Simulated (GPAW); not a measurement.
# How the functional moves the magnetism of zigzag Mo chain, bond 2.672 A

How far do the magnetic results of zigzag Mo chain, bond 2.672 A hang on the functional?

Main program and level: GPAW 26.7.0; several functionals; plane waves with GPAW's PAW setups, scalar-relativistic.

### 1. Starting point

The cell holds 2 atoms: 2 Mo. Its edges and angles: a = 12.000 Å, b = 12.000 Å, c = 3.206 Å, α = 90.0°, β = 90.0°, γ = 90.0°. model lattice. Vacuum lies along a and b. The structure's axis is c.

As a file:

```cif
data_structure
_symmetry_space_group_name_H-M 'P 1'
_symmetry_Int_Tables_number 1
_cell_length_a 12.0000
_cell_length_b 12.0000
_cell_length_c 3.2064
_cell_angle_alpha 90.000
_cell_angle_beta 90.000
_cell_angle_gamma 90.000
_cell_volume 461.72
loop_
_atom_site_label
_atom_site_type_symbol
_atom_site_fract_x
_atom_site_fract_y
_atom_site_fract_z
_atom_site_occupancy
Mo1 Mo 0.41093 0.50000 0.00000 1
Mo2 Mo 0.58907 0.50000 0.50000 1
```

### 2. Set 1 (LDA), start ferro ++

Each set takes another functional on the same cell and mesh.

File order1.py:

```python
import json
import numpy as np
from ase import Atoms
from ase.parallel import paropen, parprint
from gpaw import GPAW

atoms = Atoms(['Mo', 'Mo'],
    cell=[[12.0, 0.0, 0.0],
         [0.0, 12.0, 0.0],
         [0.0, 0.0, 3.2064]],
    scaled_positions=[[0.41093333, 0.5, 0.0],
         [0.58906667, 0.5, 0.5]],
    pbc=True,
    magmoms=[1.0, 1.0])
atoms.calc = GPAW(mode={'name': 'pw', 'ecut': 550},
    xc='LDA',
    kpts={'size': (1, 1, 8), 'gamma': True},
    occupations={'name': 'fermi-dirac', 'width': 0.05},
    convergence={'density': 1e-05, 'energy': 1e-05},
    maxiter=200,
    symmetry={'tolerance': 1e-4},
    txt='order1.txt')
e = atoms.get_potential_energy(force_consistent=True)
res = {'free_energy': e, 'energy_sigma0': atoms.get_potential_energy(), 'fermi_energy': atoms.calc.get_fermi_level()}
res['moments'] = atoms.get_magnetic_moments().tolist()
res['total'] = atoms.get_magnetic_moment()
parprint('site moments (muB):', np.round(res['moments'], 3))
parprint(f"total moment: {res['total']:.3f} muB")
parprint(f'free energy: {e:.6f} eV')
atoms.calc.write('order1.gpw')
with paropen('results.json', 'w') as f:
    json.dump(res, f)
```

Started as:

```sh
OMP_NUM_THREADS=1 python3 order1.py > order1.log
```

Output:

```text
site moments (muB): [0.159 0.159]
total moment: 0.474 muB
free energy: -14.819027 eV

--- order1.txt ---
Input parameters:
  mode=PW(ecut=550),
  convergence={'density': 1e-05, 'energy': 1e-05},
  kpts=MonkhorstPack(size=(1, 1, 8), gamma=True),
  maxiter=200,
  occupations=Occupations(name='fermi-dirac', width=0.05),
  symmetry=Symmetry(tolerance=0.0001),
  xc=XC(name='LDA')

Diagonalizing LCAO Hamiltonian
Converting LCAO to pw mode
        .----------------------------.
       /|                            |
      / |                            |
     /  |                            |
    /   .----------------------------.
   /   /                            /
  /   /               Mo           /
 *   /                            /
 |  /           Mo               /
 | /                            /
 |/                            /
 *----------------------------*

Atoms  # Å, Bohr magnetons
|   | symbol |        x |        y |        z |    initial magnetic moments |
|---|--------|----------|----------|----------|-----------------------------|
| 0 |     Mo | 4.931200 | 6.000000 | 0.000000 | ( 0.0000,  0.0000,  1.0000) |
| 1 |     Mo | 7.068800 | 6.000000 | 1.603200 | ( 0.0000,  0.0000,  1.0000) |

Unit cell  # Å
| periodic |         x |         y |        z |   lengths |    angles |
|----------|-----------|-----------|----------|-----------|-----------|
|      yes | 12.000000 |  0.000000 | 0.000000 | 12.000000 | 90.000000 |
|      yes |  0.000000 | 12.000000 | 0.000000 | 12.000000 | 90.000000 |
|      yes |  0.000000 |  0.000000 | 3.206400 |  3.206400 | 90.000000 |

Number of symmetries: 4

BZ-sampling:
  Number of BZ points: 8
  Number of IBZ points: 5

  Monkhorst-Pack size: [1, 1, 8]
  Monkhorst-Pack shift: [0.0, 0.0, 0.0625]

Plane wave coefficients: 13568
Cutoff: 550.0 eV

Spin-components: 2 (collinear spins)
Bands:           22
Projectors:      12
Spin-degeneracy: 1
Datatype:        complex128

Parallelization:
  kpt:    1
  domain: 1
  band:   1

Density:
  Valence electrons: 28.0
  Components: 2
  Grid points: [70 70 18]
  Charge: 0.0  # |e|

Potential:
  Grid points: [70 70 18]

[... setups left out ...]
Reference energy: -220039.626075  # eV

eigensolver:
  PPCG
  Converge bands: occupied
  niter=2

density mixing:
  MSR1-Mixer
  Pratt-step length: 0.05
  Maximum mixing coefficient: 0.75
  Old densities: 10
  SVD Regularization: 0.005
  Good broyden scale: 1.0
  Trust region scale: 1.0
  Backstep threshold: 4.0
  History deletion threshold: 6.0
  Fourier metric: weight=20.0, sigma=0.015

occupation numbers:
  Fermi-Dirac:
    width: 0.0500  # eV

poisson solver:
  ecut: 4400.0  # eV

xc functional:
  name: None

convergence criteria:
- Maximum integral of absolute [dens]ity change: 1e-05 electrons / valence electron
- Maximum [total energy] change in last 3 cyles: 1e-05 eV / valence electron
- Maximum integral of absolute [eigenst]ate change: 4e-08 eV^2 / valence electron
maximum number of iterations: 200

SCF iterations
|iter     |      energy | eigst |  dens |  magmom |
|---------|-------------|-------|-------|---------|
|iter:   1|       0s |  -17.087970 | +0.30 |       |  +1.9805|
|iter:   2|       2s |  -16.490758 | -1.29 | -0.83 |  +1.9395|
|iter:   3|       4s |  -15.082198 | -0.18 | -0.87 |  +1.4720|
|iter:   4|       6s |  -14.819469 | -0.98 | -1.12 |  +1.2578|
|iter:   5|       8s |  -14.770559 | -2.34 | -1.37 |  +1.0982|
|iter:   6|       9s |  -14.785349 | -2.96 | -1.70 |  +0.7897|
|iter:   7|      11s |  -14.785406 | -3.29 | -1.98 |  +0.6400|
|iter:   8|      13s |  -14.785890 | -4.71 | -2.47 |  +0.5829|
|iter:   9|      14s |  -14.786064 | -5.04 | -2.76 |  +0.5326|
|iter:  10|      16s |  -14.786401 | -5.12 | -2.79 |  +0.5243|
[... 21 iterations left out ...]
|iter:  32|      45s |  -14.785813c| -9.46c| -4.79 |  +0.4740|
|iter:  33|      46s |  -14.785813c| -8.64c| -4.76 |  +0.4740|
|iter:  34|      47s |  -14.785813c| -8.53c| -4.31 |  +0.4740|
|iter:  35|      48s |  -14.785813c| -8.98c| -4.49 |  +0.4740|
|iter:  36|      49s |  -14.785813c| -9.47c| -4.66 |  +0.4740|
|iter:  37|      49s |  -14.785813c| -9.30c| -4.75 |  +0.4740|
|iter:  38|      50s |  -14.785813c| -9.38c| -4.87 |  +0.4740|
|iter:  39|      51s |  -14.785813c|-10.06c| -4.92 |  +0.4740|
|iter:  40|      52s |  -14.785813c|-10.21c| -4.95 |  +0.4740|
|iter:  41|      53s |  -14.785813c|-10.24c| -5.00c|  +0.4741|

Converged in 41 steps
Energy contributions relative to reference atoms: (reference = -220039.626075)

Energy contributions:
  Kinetic:         -53.626143
  Coulomb:          40.883596
  Zero:             -0.544471
  External:          0.000000
  Xc:               -1.465581
  Entropy:          -0.066427
  Spinorbit:         0.000000
  ----------------------------
  Free energy:     -14.819027
  Extrapolated:    -14.785813

dipole moment: (0.000001, 0.000003, -11.938828)  # |e|*Ang

Total magnetic moment: (0.000000, 0.000000, 0.474072)

Local magnetic moments
|        x |        y |        z |
|----------|----------|----------|
| 0.000000 | 0.000000 | 0.159431 |  # Mo   0
| 0.000000 | 0.000000 | 0.159216 |  # Mo   1

Fermi level: -2.830
Eigenvalues  # (at kpt = [0.000, 0.000, 0.000])
| band index |      eig [eV] | occ [0-1] |      eig [eV] | occ [0-1] |
|------------|---------------|-----------|---------------|-----------|
|          0 |       -64.078 |     1.000 |       -63.976 |     1.000 |
|        ... |               |           |               |           |
|          6 |       -37.845 |     1.000 |       -37.760 |     1.000 |
|          7 |       -37.819 |     1.000 |       -37.696 |     1.000 |
|          8 |        -6.257 |     1.000 |        -6.174 |     1.000 |
|          9 |        -5.920 |     1.000 |        -5.822 |     1.000 |
|         10 |        -4.426 |     1.000 |        -4.331 |     1.000 |
|         11 |        -4.048 |     1.000 |        -3.905 |     1.000 |
|         12 |        -4.000 |     1.000 |        -3.890 |     1.000 |
|         13 |        -3.007 |     0.972 |        -2.892 |     0.773 |
|         14 |        -2.749 |     0.163 |        -2.628 |     0.017 |
|         15 |        -2.727 |     0.112 |        -2.625 |     0.016 |
|         16 |        -2.684 |     0.051 |        -2.580 |     0.007 |
|         17 |        -2.679 |     0.046 |        -2.517 |     0.002 |
|         18 |        -1.747 |     0.000 |        -1.643 |     0.000 |
|         19 |        -1.502 |     0.000 |        -1.422 |     0.000 |
|         20 |        -0.522 |     0.000 |        -0.426 |     0.000 |
|         21 |        -0.483 |     0.000 |        -0.403 |     0.000 |

No gap
No difference between direct/indirect transitions
```

Elapsed: 57 s, on 1 MPI rank of AMD EPYC 9R45, shared host; peak memory 0.41 GiB.

Read from the output:

```
magnetization  : 0.4741 μB
final state    : ferromagnetic
largest moment : 0.1594 μB
```

After 41 cycles the largest moment stands at 0.159 μB.

### 3. Set 1 (LDA), start antiferro +-

The second start gives the energy difference between the two end states, the quantity that is followed from set to set.

order2.py is the script of step 2 with these lines changed:

```diff
@@ -13,3 +13,3 @@
     pbc=True,
-    magmoms=[1.0, 1.0])
+    magmoms=[1.0, -1.0])
 atoms.calc = GPAW(mode={'name': 'pw', 'ecut': 550},
@@ -21,3 +21,3 @@
     symmetry={'tolerance': 1e-4},
-    txt='order1.txt')
+    txt='order2.txt')
 e = atoms.get_potential_energy(force_consistent=True)
@@ -29,3 +29,3 @@
 parprint(f'free energy: {e:.6f} eV')
-atoms.calc.write('order1.gpw')
+atoms.calc.write('order2.gpw')
 with paropen('results.json', 'w') as f:
```

Started as:

```sh
OMP_NUM_THREADS=1 python3 order2.py > order2.log
```

Output:

```text
site moments (muB): [ 2.19 -2.19]
total moment: 0.000 muB
free energy: -15.283623 eV

--- order2.txt ---
Input parameters:
  mode=PW(ecut=550),
  convergence={'density': 1e-05, 'energy': 1e-05},
  kpts=MonkhorstPack(size=(1, 1, 8), gamma=True),
  maxiter=200,
  occupations=Occupations(name='fermi-dirac', width=0.05),
  symmetry=Symmetry(tolerance=0.0001),
  xc=XC(name='LDA')

Diagonalizing LCAO Hamiltonian
Converting LCAO to pw mode
        .----------------------------.
       /|                            |
      / |                            |
     /  |                            |
    /   .----------------------------.
   /   /                            /
  /   /               Mo           /
 *   /                            /
 |  /           Mo               /
 | /                            /
 |/                            /
 *----------------------------*

Atoms  # Å, Bohr magnetons
|   | symbol |        x |        y |        z |    initial magnetic moments |
|---|--------|----------|----------|----------|-----------------------------|
| 0 |     Mo | 4.931200 | 6.000000 | 0.000000 | ( 0.0000,  0.0000,  1.0000) |
| 1 |     Mo | 7.068800 | 6.000000 | 1.603200 | ( 0.0000,  0.0000, -1.0000) |

Number of symmetries: 4

BZ-sampling:
  Number of BZ points: 8
  Number of IBZ points: 5

  Monkhorst-Pack size: [1, 1, 8]
  Monkhorst-Pack shift: [0.0, 0.0, 0.0625]

Plane wave coefficients: 13568
Cutoff: 550.0 eV

Spin-components: 2 (collinear spins)
Bands:           21
Projectors:      12
Spin-degeneracy: 1
Datatype:        complex128

Parallelization:
  kpt:    1
  domain: 1
  band:   1

Density:
[...]
|iter:  15|      23s |  -15.276057c| -5.81 | -3.40 |  +0.0001|
|iter:  16|      25s |  -15.276072c| -7.05 | -3.90 |  +0.0000|
|iter:  17|      26s |  -15.276071c| -7.70c| -4.89 |  +0.0000|
|iter:  18|      27s |  -15.276071c| -8.01c| -5.08c|  +0.0000|

Converged in 18 steps
Energy contributions relative to reference atoms: (reference = -220039.626075)

Energy contributions:
  Kinetic:         -39.541118
  Coulomb:          30.282605
  Zero:             -0.663556
  External:          0.000000
  Xc:               -5.346450
  Entropy:          -0.015104
  Spinorbit:         0.000000
  ----------------------------
  Free energy:     -15.283623
  Extrapolated:    -15.276071

dipole moment: (0.000002, 0.000003, -11.902503)  # |e|*Ang

Total magnetic moment: (0.000000, 0.000000, 0.000004)

Local magnetic moments
|        x |        y |         z |
|----------|----------|-----------|
| 0.000000 | 0.000000 |  2.190214 |  # Mo   0
| 0.000000 | 0.000000 | -2.190210 |  # Mo   1

Fermi level: -2.663
Eigenvalues  # (at kpt = [0.000, 0.000, 0.000])
| band index |      eig [eV] | occ [0-1] |      eig [eV] | occ [0-1] |
|------------|---------------|-----------|---------------|-----------|
|          0 |       -64.189 |     1.000 |       -64.189 |     1.000 |
|        ... |               |           |               |           |
|          7 |       -36.760 |     1.000 |       -36.760 |     1.000 |
|          8 |        -6.280 |     1.000 |        -6.280 |     1.000 |
|          9 |        -5.579 |     1.000 |        -5.579 |     1.000 |
|         10 |        -4.306 |     1.000 |        -4.306 |     1.000 |
[...]
|         17 |        -1.779 |     0.000 |        -1.779 |     0.000 |
|         18 |        -1.187 |     0.000 |        -1.187 |     0.000 |
|         19 |        -0.763 |     0.000 |        -0.763 |     0.000 |
|         20 |        -0.336 |     0.000 |        -0.030 |     0.000 |

No gap
No difference between direct/indirect transitions
```

It took 31 s on 1 MPI rank; peak memory 0.39 GiB.

This step gave:

```yaml
magnetization: 0 μB
final_state: antiferromagnetic
largest_moment: 2.190 μB
```

This start lies -232.3 meV a seeded atom from the first; its largest moment is 2.19 μB.

### 4. Set 2 (revPBE), start ferro ++

order1.py is the script of step 2 with these lines changed:

```diff
@@ -15,3 +15,3 @@
 atoms.calc = GPAW(mode={'name': 'pw', 'ecut': 550},
-    xc='LDA',
+    xc='revPBE',
     kpts={'size': (1, 1, 8), 'gamma': True},
```

Started as:

```sh
OMP_NUM_THREADS=1 python3 order1.py > order1.log
```

Output:

```text
site moments (muB): [0.401 0.401]
total moment: 1.259 muB
free energy: -13.382757 eV

--- order1.txt ---
Input parameters:
  mode=PW(ecut=550),
  convergence={'density': 1e-05, 'energy': 1e-05},
  kpts=MonkhorstPack(size=(1, 1, 8), gamma=True),
  maxiter=200,
  occupations=Occupations(name='fermi-dirac', width=0.05),
  symmetry=Symmetry(tolerance=0.0001),
  xc=XC(name='revPBE')

Diagonalizing LCAO Hamiltonian
[...]
|          8 |        -5.772 |     1.000 |        -5.661 |     1.000 |
|          9 |        -5.451 |     1.000 |        -5.329 |     1.000 |
[...]
|         18 |        -1.216 |     0.000 |        -1.061 |     0.000 |
|         19 |        -1.198 |     0.000 |        -0.784 |     0.000 |
|         20 |        -0.262 |     0.000 |        -0.151 |     0.000 |
|         21 |        -0.115 |     0.000 |         0.063 |     0.000 |

No gap
No difference between direct/indirect transitions


[key lines of the parts left out:]
Free energy:     -13.382757
Converged in 49 steps
dipole moment: (0.000003, 0.000003, -11.895294)  # |e|*Ang
Fermi level: -2.479
```

Wall time 86 s (1 MPI rank); peak memory 0.43 GiB.

Read from the output:

```
magnetization  : 1.259 μB
final state    : ferromagnetic
largest moment : 0.4007 μB
```

The largest moment moves by +0.24 μB from set 1, at 1.5 times its CPU time.

### 5. Set 2 (revPBE), start antiferro +-

order2.py is the script of step 3 with these lines changed:

```diff
@@ -15,3 +15,3 @@
 atoms.calc = GPAW(mode={'name': 'pw', 'ecut': 550},
-    xc='LDA',
+    xc='revPBE',
     kpts={'size': (1, 1, 8), 'gamma': True},
```

Started as:

```sh
OMP_NUM_THREADS=1 python3 order2.py > order2.log
```

Output:

```text
site moments (muB): [ 2.624 -2.624]
total moment: -0.000 muB
free energy: -14.440991 eV

--- order2.txt ---
Input parameters:
  mode=PW(ecut=550),
  convergence={'density': 1e-05, 'energy': 1e-05},
  kpts=MonkhorstPack(size=(1, 1, 8), gamma=True),
  maxiter=200,
  occupations=Occupations(name='fermi-dirac', width=0.05),
  symmetry=Symmetry(tolerance=0.0001),
  xc=XC(name='revPBE')

Diagonalizing LCAO Hamiltonian
[...]
|          9 |        -5.051 |     1.000 |        -5.051 |     1.000 |
|         10 |        -3.992 |     1.000 |        -3.991 |     1.000 |
[...]
|         17 |        -0.889 |     0.000 |        -0.889 |     0.000 |
|         18 |        -0.534 |     0.000 |        -0.534 |     0.000 |
|         19 |         0.006 |     0.000 |         0.006 |     0.000 |
|         20 |         0.176 |     0.000 |         0.176 |     0.000 |

No gap
No difference between direct/indirect transitions


[key lines of the parts left out:]
Free energy:     -14.440991
Converged in 18 steps
dipole moment: (-0.000004, 0.000003, -11.853383)  # |e|*Ang
Fermi level: -2.238
```

It took 33 s on 1 MPI rank; peak memory 0.42 GiB.

Numbers from this step:

| Property | Result |
| --- | --- |
| magnetization | 0 μB |
| final state | antiferromagnetic |
| largest moment | 2.624 μB |

This start lies -529.1 meV a seeded atom from the first, a change of -296.8 meV since set 1; its largest moment is 2.62 μB.

### 6. Set 3 (PBE), start ferro ++

order1.py is the script of step 4 with these lines changed:

```diff
@@ -15,3 +15,3 @@
 atoms.calc = GPAW(mode={'name': 'pw', 'ecut': 550},
-    xc='revPBE',
+    xc='PBE',
     kpts={'size': (1, 1, 8), 'gamma': True},
```

Started as:

```sh
OMP_NUM_THREADS=1 python3 order1.py > order1.log
```

Output:

```text
site moments (muB): [0.381 0.382]
total moment: 1.234 muB
free energy: -13.799237 eV

--- order1.txt ---
Input parameters:
  mode=PW(ecut=550),
  convergence={'density': 1e-05, 'energy': 1e-05},
  kpts=MonkhorstPack(size=(1, 1, 8), gamma=True),
  maxiter=200,
  occupations=Occupations(name='fermi-dirac', width=0.05),
  symmetry=Symmetry(tolerance=0.0001),
  xc=XC(name='PBE')

Diagonalizing LCAO Hamiltonian
[...]
|          8 |        -5.917 |     1.000 |        -5.768 |     1.000 |
|          9 |        -5.583 |     1.000 |        -5.427 |     1.000 |
[...]
|         18 |        -1.337 |     0.000 |        -1.193 |     0.000 |
|         19 |        -1.324 |     0.000 |        -0.951 |     0.000 |
|         20 |        -0.338 |     0.000 |        -0.174 |     0.000 |
|         21 |        -0.239 |     0.000 |        -0.020 |     0.000 |

No gap
No difference between direct/indirect transitions


[key lines of the parts left out:]
Free energy:     -13.799237
Converged in 25 steps
dipole moment: (0.000001, 0.000003, -11.901161)  # |e|*Ang
Fermi level: -2.582
```

Run time: 47 s. Hardware: 1 MPI rank; peak memory 0.43 GiB.

Numbers from this step:

| Item | Value |
| --- | --- |
| magnetization | 1.234 μB |
| final state | ferromagnetic |
| largest moment | 0.3816 μB |

The largest moment moves by -0.02 μB from set 2, at 0.55 times its CPU time.

### 7. Set 3 (PBE), start antiferro +-

order2.py is the script of step 5 with these lines changed:

```diff
@@ -15,3 +15,3 @@
 atoms.calc = GPAW(mode={'name': 'pw', 'ecut': 550},
-    xc='revPBE',
+    xc='PBE',
     kpts={'size': (1, 1, 8), 'gamma': True},
```

Started as:

```sh
OMP_NUM_THREADS=1 python3 order2.py > order2.log
```

Output:

```text
site moments (muB): [ 2.549 -2.549]
total moment: 0.000 muB
free energy: -14.723355 eV

--- order2.txt ---
Input parameters:
  mode=PW(ecut=550),
  convergence={'density': 1e-05, 'energy': 1e-05},
  kpts=MonkhorstPack(size=(1, 1, 8), gamma=True),
  maxiter=200,
  occupations=Occupations(name='fermi-dirac', width=0.05),
  symmetry=Symmetry(tolerance=0.0001),
  xc=XC(name='PBE')

Diagonalizing LCAO Hamiltonian
[...]
|          9 |        -5.181 |     1.000 |        -5.181 |     1.000 |
|         10 |        -4.069 |     1.000 |        -4.069 |     1.000 |
[...]
|         17 |        -1.104 |     0.000 |        -1.104 |     0.000 |
|         18 |        -0.704 |     0.000 |        -0.704 |     0.000 |
|         19 |        -0.057 |     0.000 |        -0.057 |     0.000 |
|         20 |        -0.028 |     0.000 |        -0.028 |     0.000 |

No gap
No difference between direct/indirect transitions


[key lines of the parts left out:]
Free energy:     -14.723355
Converged in 18 steps
dipole moment: (0.000004, 0.000003, -11.860323)  # |e|*Ang
Fermi level: -2.361
```

Elapsed: 33 s, on 1 MPI rank; peak memory 0.42 GiB.

Read from the output:

- magnetization: 0 μB
- final state: antiferromagnetic
- largest moment: 2.549 μB

This start lies -462.1 meV a seeded atom from the first, a change of +67.1 meV since set 2; its largest moment is 2.55 μB.

[end of part 1 of 2]

[Logs and program files are shortened in this print: banners, set-up blocks, solver, clock and traceback lines can be left out without a mark of their own.]

[Logs are printed without paths, hosts, clocks, repeated set-up lines and the standing remarks that a program may print on its own settings, such as how far it seeks lower states.]

[Hosts, paths, dates, database ids (printed as entryN), source tags and the programs' standing remarks are cut or masked in the printed files.]

[Where a cell is said to come from a database of computed structures, the database is the Materials Project.]
